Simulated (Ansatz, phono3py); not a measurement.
## BAs (F-43m): thermal conductivity with phono3py

Wanted: the sensitivity of κ of BAs to the choices of the transport step.

Experimental results on record:
- thermal conductivity 1160 W/m/K near room temperature (given in “Boron isotope effect on the thermal conductivity of boron arsenide single crystals”, 2019, arxiv:1910.02152)
- thermal conductivity 1000 W/m/K near room temperature (given in “Thermal expansion coefficient and lattice anharmonicity of cubic boron arsenide”, 2019, arxiv:1903.01668)

Method: DFT LDA, scalar-relativistic, plane waves, PAW; PAW set soft_1, in the first sound run; inputs show where later runs differ, in Ansatz 0.2.0 and phono3py 4.10.0.

This is a report of a sequence of runs, with most program output left out.

### 1. Set-up

The structure is cubic, space group F-43m (No. 216). The conventional cell has a = 4.732 Å, b = 4.732 Å, c = 4.732 Å, α = 90.00°, β = 90.00°, γ = 90.00°. Nearest to B lie 4 As at 2.05 Å. As has 4 B at 2.05 Å nearest. Farther neighbours are not listed.

### 2. The earlier run that gave the force constants

input.yaml

```yaml
crystal:
  lattice:
    - [0.0, 2.3658309701, 2.3658309701]
    - [2.3658309701, 0.0, 2.3658309701]
    - [2.3658309701, 2.3658309701, 0.0]
  atoms:
    - { symbol: B, position: [0.0, 0.0, 0.0] }
    - { symbol: As, position: [0.25, 0.25, 0.25] }
kpoints:
  mp_grid: { grid: [12, 12, 12] }
hamiltonian:
  xc: lda
  pseudopotentials: { kind: paw, azcp: { folder: soft_1 }, xc_functional: pbe }
scf:
  occupations: { method: fixed }
  lower_state_search: "off"
output:
  eigenvalues: true
phonons:
  method: fd
  dielectric: true
  supercell: [4, 4, 4]
  temperatures: { t_max: 1000, t_step: 50 }
  qpath:
    path:
      - [[0.0, 0.0, 0.0], [0.5, 0.0, 0.5], [0.5, 0.25, 0.75], [0.375, 0.375, 0.75], [0.0, 0.0, 0.0], [0.5, 0.5, 0.5], [0.625, 0.25, 0.625], [0.5, 0.25, 0.75], [0.5, 0.5, 0.5], [0.375, 0.375, 0.75]]
      - [[0.625, 0.25, 0.625], [0.5, 0.0, 0.5]]
    npoints: 10
  third_order: { supercell: [4, 4, 4], pair_cutoff: 5.306 }
  lattice_thermal_conductivity:
    qmesh: [23, 23, 23]
    temperatures: [100.0, 150.0, 200.0, 300.0, 400.0, 500.0, 600.0, 800.0]
    isotope_mass_variance: [{ species: As, variance: 0.0 }, { species: B, variance: 0.001354 }]
    solution: relaxation_time
```

The run is started by

```
$ ansatz run input.yaml --threads 18 --pin off --max-ram 92160MiB --backend cuda --events-out ev --progress --plain --runs-dir out --max-vram 78GiB
```

Run time: 24 min. Hardware: 1 × NVIDIA GB200 with 18 threads of Arm Neoverse V2, shared host; peak memory 4.2 GiB.

Numbers from this step:

```
highest frequency            : 740.7 cm⁻¹
κ at 300 K (relaxation time) : 1072 W/m/K
dipole term                  : run
third-order blocks           : 2102
```

### 3. Relaxation-time solution

The base run: each mode relaxes on its own with natural isotopes, and rates are split into normal and umklapp parts.

This step: DFT LDA, scalar-relativistic, plane waves, PAW; PAW set soft_1; phono3py on Ansatz's force constants (phono3py 4.10.0).

phono3py.yaml

```yaml
phono3py:
  version: "4.10.0"
  frequency_unit_conversion_factor: 15.633302
  symmetry_tolerance: 1.00000e-05

physical_unit:
  atomic_mass: "AMU"
  length: "angstrom"

space_group:
  type: "F-43m"
  number: 216
  Hall_symbol: "F -4 2 3"

primitive_matrix:
- [  1.000000000000000,  0.000000000000000,  0.000000000000000 ]
- [  0.000000000000000,  1.000000000000000,  0.000000000000000 ]
- [  0.000000000000000,  0.000000000000000,  1.000000000000000 ]

supercell_matrix:
- [   4,   0,   0 ]
- [   0,   4,   0 ]
- [   0,   0,   4 ]

# [primitive_cell block left out]
unit_cell:
  lattice:
  - [     0.000000000000000,     2.365830970100000,     2.365830970100000 ] # a
  - [     2.365830970100000,     0.000000000000000,     2.365830970100000 ] # b
  - [     2.365830970100000,     2.365830970100000,     0.000000000000000 ] # c
  points:
  - symbol: B # 1
    coordinates: [  0.000000000000000,  0.000000000000000,  0.000000000000000 ]
    mass: 10.810000
    reduced_to: 1
  - symbol: As # 2
    coordinates: [  0.250000000000000,  0.250000000000000,  0.250000000000000 ]
    mass: 74.921595
    reduced_to: 2

# [supercell block left out]
phonon_supercell_matrix:
- [   4,   0,   0 ]
- [   0,   4,   0 ]
- [   0,   0,   4 ]

# [phonon_primitive_cell block left out]
# [phonon_supercell block left out]
nac:
  born_effective_charge:
  - # 1 (B)
    - [ -0.539155898216357,  0.000000000000000,  0.000000000000000 ]
    - [  0.000000000000000, -0.539155898216357,  0.000000000000000 ]
    - [  0.000000000000000,  0.000000000000000, -0.539155898216357 ]
  - # 2 (As)
    - [  0.539155898216357,  0.000000000000000,  0.000000000000000 ]
    - [  0.000000000000000,  0.539155898216357,  0.000000000000000 ]
    - [  0.000000000000000,  0.000000000000000,  0.539155898216357 ]
  dielectric_constant:
    - [  9.631942988848566,  0.000000000000000,  0.000000000000000 ]
    - [  0.000000000000000,  9.631942988848568,  0.000000000000000 ]
    - [  0.000000000000000,  0.000000000000000,  9.631942988848571 ]
  unit_conversion_factor: 14.399645
```

The run is started by

```
$ phono3py phono3py.yaml --mesh 23 23 23 --br --isotope --nu --ts 100 150 200 300 400 500 600 800
```

The job ended after 6.5 min (8 threads; peak memory 0.11 GiB; 51 min of CPU time).

This step gave:

```yaml
kappa_at_300_k: 1071 W/m/K
kappa_xx_yy_zz_at_300_k: 1071, 1071, 1071 W/m/K
normal_share_of_three_phonon_scattering_at_300_k: 0.829
```

W/m/K. Kappa, by row:

```tsv
T (K)	xx	yy	zz	yz	xz	xy
100	2193	2193	2193	0	0	0
150	1774	1774	1774	0	0	0
200	1466	1466	1466	0	0	0
300	1071	1071	1071	0	0	0
400	839	839	839	0	0	0
500	688.5	688.5	688.5	0	0	0
600	583.5	583.5	583.5	0	0	0
800	446.8	446.8	446.8	0	0	0
```

Table of lattice thermal conductivity, xx by temperature:

```tsv
temperature (K)	lattice thermal conductivity, xx (W/m/K)
100	2193
150	1774
200	1466
300	1071
400	839
500	688
600	584
800	447
```

The mean scattering rate at 300 K by frequency:

```tsv
frequency (THz)	normal (1/ps)	umklapp (1/ps)
0.46	8.0e-4	3.5e-5
1.39	0.00313	3.0e-4
2.32	0.00826	0.00212
3.24	0.00667	8.6e-4
4.17	0.00413	7.8e-4
5.09	0.00263	4.3e-4
6.02	0.00195	3.2e-4
6.95	0.00308	1.8e-4
7.87	0.00919	7.2e-4
8.80	0.0101	0.00283
9.72	0.0125	0.00615
10.65	-	-
11.58	-	-
12.50	-	-
13.43	-	-
14.36	-	-
15.28	-	-
16.21	-	-
17.13	-	-
18.06	-	-
18.99	0.0264	0.0138
19.91	0.0129	0.0015
20.84	0.00854	8.0e-7
21.77	0.0577	0.0228
```

The base value at 300 K is 1071 W/(m K).

The lattice thermal conductivity, xx is 1071 W/m/K at 300 K, going as T^-0.9 above 200 K.

### 4. Two programs, one set of constants

This step: DFT LDA, scalar-relativistic, plane waves, PAW; PAW set soft_1 (Ansatz 0.2.0).

Ansatz's figure includes its coherence part. Comparison, by row:

```tsv
T (K)	Ansatz RTA (W/m/K)	phono3py RTA (W/m/K)	difference (%)
100	2198	2193	-0.23
150	1776	1774	-0.11
200	1467	1466	-0.07
300	1072	1071	-0.09
400	839.6	839	-0.07
500	689	688.5	-0.07
600	583.9	583.5	-0.07
800	447.1	446.8	-0.07
```

### 5. Without isotopes, third order supercell 4×4×4, supercell 4×4×4

Leaving out the isotope term shows how much the natural mass disorder scatters.

This step: DFT LDA, scalar-relativistic, plane waves, PAW; PAW set soft_1; phono3py on Ansatz's force constants (phono3py 4.10.0).

phono3py.yaml is that of step 3.

The run is started by

```
$ phono3py phono3py.yaml --mesh 23 23 23 --br --ts 100 150 200 300 400 500 600 800
```

Run time: 5.9 min. Hardware: 8 threads; peak memory 0.11 GiB; 47 min of CPU time.

This step gave:

```
κ at 300 K            : 1272 W/m/K
κ xx, yy, zz at 300 K : 1272, 1272, 1272 W/m/K
```

W/m/K. Kappa, by row:

```tsv
T (K)	xx	yy	zz	yz	xz	xy
100	3193	3193	3193	0	0	0
150	2325	2325	2325	0	0	0
200	1824	1824	1824	0	0	0
300	1272	1272	1272	0	0	0
400	975.2	975.2	975.2	0	0	0
500	789.5	789.5	789.5	0	0	0
600	662.6	662.6	662.6	0	0	0
800	500.7	500.7	500.7	0	0	0
```

κ at 300 K goes from 1071 in the base run to 1272 W/(m K).

### 6. Another q-mesh, third order supercell 4×4×4, supercell 4×4×4

The q-mesh of the transport sums changes, with the same scattering terms.

phono3py.yaml is that of step 5.

The run is started by

```
$ phono3py phono3py.yaml --mesh 5 5 5 --br --isotope --ts 100 300 600
```

The job ended after 0.93 s (8 threads; peak memory 0.09 GiB; 1.4 s of CPU time).

This step gave:

- κ at 300 K: 2181 W/m/K
- κ xx, yy, zz at 300 K: 2181, 2181, 2181 W/m/K

W/m/K. Kappa, by row:

```tsv
T (K)	xx	yy	zz	yz	xz	xy
100	2349	2349	2349	0	0	0
300	2181	2181	2181	0	0	0
600	1463	1463	1463	0	0	0
```

This mesh is too coarse for the transport sums: κ at 300 K comes out at 2181 against 1071 W/(m K) in the base run.

### 7. Another q-mesh, third order supercell 4×4×4, supercell 4×4×4 (run 2)

phono3py.yaml is that of step 6.

The run is started by

```
$ phono3py phono3py.yaml --mesh 7 7 7 --br --isotope --ts 100 300 600
```

Run time: 1.3 s. Hardware: 8 threads; peak memory 0.09 GiB.

W/m/K. Kappa, by row:

```tsv
T (K)	xx	yy	zz	yz	xz	xy
100	2102	2102	2102	0	0	0
300	1258	1258	1258	0	0	0
600	716.6	716.6	716.6	0	0	0
```

This mesh is too coarse for the transport sums: κ at 300 K comes out at 1258 against 1071 W/(m K) in the base run.

### 8. Another q-mesh, third order supercell 4×4×4, supercell 4×4×4 (run 3)

phono3py.yaml is that of step 7.

The run is started by

```
$ phono3py phono3py.yaml --mesh 11 11 11 --br --isotope --ts 100 300 600
```

It took 5.5 s on 8 threads; peak memory 0.09 GiB.

κ at 300 K goes from 1071 in the base run to 1133 W/(m K).

### 9. Another q-mesh, third order supercell 4×4×4, supercell 4×4×4 (run 4)

phono3py.yaml is that of step 8.

The run is started by

```
$ phono3py phono3py.yaml --mesh 15 15 15 --br --isotope --ts 100 300 600
```

Run time: 30 s. Hardware: 8 threads; peak memory 0.09 GiB.

κ at 300 K goes from 1071 in the base run to 1085 W/(m K).

### 10. Another q-mesh, third order supercell 4×4×4, supercell 4×4×4 (run 5)

phono3py.yaml is that of step 9.

The run is started by

```
$ phono3py phono3py.yaml --mesh 21 21 21 --br --isotope --ts 100 300 600
```

Wall time 3.5 min (8 threads); peak memory 0.1 GiB; 27 min of CPU time.

W/m/K. Kappa, by row:

```tsv
T (K)	xx	yy	zz	yz	xz	xy
100	2182	2182	2182	0	0	0
300	1073	1073	1073	0	0	0
600	585.8	585.8	585.8	0	0	0
```

κ at 300 K goes from 1071 in the base run to 1073 W/(m K).

### 11. Mesh convergence

This step: DFT LDA, scalar-relativistic, plane waves, PAW; PAW set soft_1 (phono3py 4.10.0).

Series, by row:

```tsv
mesh points along each axis	kappa at 100 K (W/m/K)	kappa at 300 K (W/m/K)	kappa at 600 K (W/m/K)	seconds
5	2349	2181	1463	0.93
7	2102	1258	716.6	1.26
11	2115	1133	627.9	5.49
15	2137	1085	595.7	29.82
21	2182	1073	585.8	208.3
```

### 12. Two-phonon phase space, third order supercell 4×4×4, supercell 4×4×4

The two-phonon density of states counts the channels open to a mode, without matrix elements.

This step: DFT LDA, scalar-relativistic, plane waves, PAW; PAW set soft_1; phono3py on Ansatz's force constants (phono3py 4.10.0).

phono3py.yaml is that of step 10.

The run is started by

```
$ phono3py phono3py.yaml --mesh 27 27 27 --jdos --gp 0 --num-freq-points 80
```

It took 0.94 s on 8 threads; peak memory 0.12 GiB.

Joint density of states at Gamma against frequency; read off at these points:

```tsv
frequency (THz)	absorption class (1/THz)	decay class (1/THz)
0.0	0	0
1.1	4.04	0.00205
1.7	3.36	0.00628
2.8	2.97	0.0199
4.5	0.297	0.0576
6.2	0	0.129
7.9	0	0.303
9.0	0	0.565
10.7	2.20	0.793
12.4	2.04	1.1
13.0	3.79	1.21
14.1	2.61	1.37
15.3	2.53	1.15
15.8	2.81	0.843
16.9	1.56	0.398
18.6	0.261	0.0756
19.8	0.0672	0
21.5	0	0.00638
23.2	0	0.337
24.9	0	4.70
26.0	0	3.03
27.7	0	4.13
29.4	0	0.765
30.5	0	0.574
32.2	0	0
33.9	0	0
35.6	0	0
36.7	0	0
38.4	0	2.11
40.1	0	1.12
41.8	0	0.936
42.9	0	1.20
44.6	0	0
```

Distinct peaks of the joint density of states at Gamma (absorption class) stand at 1.1, 10.7 and 13.0 THz; the one at 1.13 THz is strongest.

### 13. An input with a fault, third order supercell 4×4×4, supercell 4×4×4

This input was changed on purpose, to see how the program answers.

phono3py.yaml is that of step 12.

The run is started by

```
$ phono3py phono3py.yaml --mesh 11 11 11 --br --ts 1
```

It took 5.4 s on 8 threads; peak memory 0.09 GiB.

The run finished. A setting was moved off its sound value on purpose, so it serves as a test and not as the result.

The fault put into the input: 1 K on a mesh that holds no mode populated at that temperature.

### 14. Results

```
κ at 300 K, RTA, natural isotopes, mesh 23×23×23 : 1071 W/m/K
κ at 300 K, RTA, pure, mesh 23×23×23             : 1272 W/m/K
```

In words: On these constants κ of BAs at 300 K is 1071 W/(m K) in the base run, by relaxation time. On the same constants and mesh Ansatz's figure, which includes its coherence part, and phono3py's, which doesn't, differ by up to 0.23 %; no usable coherence part from phono3py is at hand on this mesh. The last step of the mesh series (15 to 21) moves κ at 300 K by -1.1 %, while the coarsest mesh gives 203 % of the densest value. Normal processes make 83 % of the three-phonon scattering at 300 K, weighting modes by their heat capacity. A measured thermal conductivity near room temperature is 1160 W/m/K (arxiv:1910.02152); the calculated 1071 W/m/K differs by -8 %. Part of this agreement may be a cancellation, since four-phonon scattering and the shift of frequencies with temperature are both left out, and a relaxation-time value usually lies below the full solution. The PAW files were made for PBE and are used here under another functional, for which the program regenerates the frozen cores.

[Logs are printed without paths, hosts, clocks, repeated set-up lines and the standing remarks that a program may print on its own settings, such as how far it seeks lower states.]

[Hosts, paths, dates, database ids (printed as entryN), source tags and the programs' standing remarks are cut or masked in the printed files.]

[A step with changed settings may run another functional than the one named; its input shows which.]
